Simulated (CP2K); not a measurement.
Consider isocyanoacetaldehyde at its PBE geometry (Å).

```xyz
8

C     2.3769    0.8401    0.2837
N     1.3765    0.2121    0.2282
C     0.1513   -0.4841    0.1411
C    -1.0435    0.3671   -0.2932
O    -1.0107    1.5461   -0.5691
H    -0.0981   -0.9363    1.1162
H     0.2394   -1.3222   -0.5716
H    -1.9918   -0.2227   -0.3353
```

Method: CP2K XAS_TDP, all-electron GAPW, PBEh(45%), aug-cc-pVDZ, TDA, no relativity.

Q: Predict the bright core excitations at the N K edge.

Leading lines: N2 397.07 eV. The leading line of an atom is its first one with 35 % of the strongest within 2.5 eV of its lowest line over the strength cut. 

The first six lines of each atom with a strength over 0.0015:

| atom | energy (eV) | states | strength, one atom |
| --- | --- | --- | --- |
| N2 (bonded to 2 C) | 397.07 | 1 | 0.0390 |
|  | 397.10 | 1 | 0.0377 |
|  | 400.67 | 1 | 0.0103 |
|  | 400.81 | 1 | 0.0041 |
|  | 401.45 | 1 | 0.0041 |
|  | 402.30 | 1 | 0.0018 |

Lines are vertical, at one geometry, with no vibrational structure. Without a correction of the core level, line positions, and the gaps between valence and Rydberg lines, follow the share of exact exchange. At this level such K lines come out 3 to 6 eV under measured ones. These values hold no scalar relativity, about 0.2 eV for N 1s. Rydberg lines, and the discretised continuum above threshold, depend on the basis and the box.

[Banner, clock and machine lines of the logs are left out without a mark of their own.]

[Logs are printed without paths, hosts, clocks, repeated set-up lines and the standing remarks that a program may print on its own settings, such as how far it seeks lower states.]

[Hosts, paths, dates, database ids (printed as entryN), source tags and the programs' standing remarks are cut or masked in the printed files.]
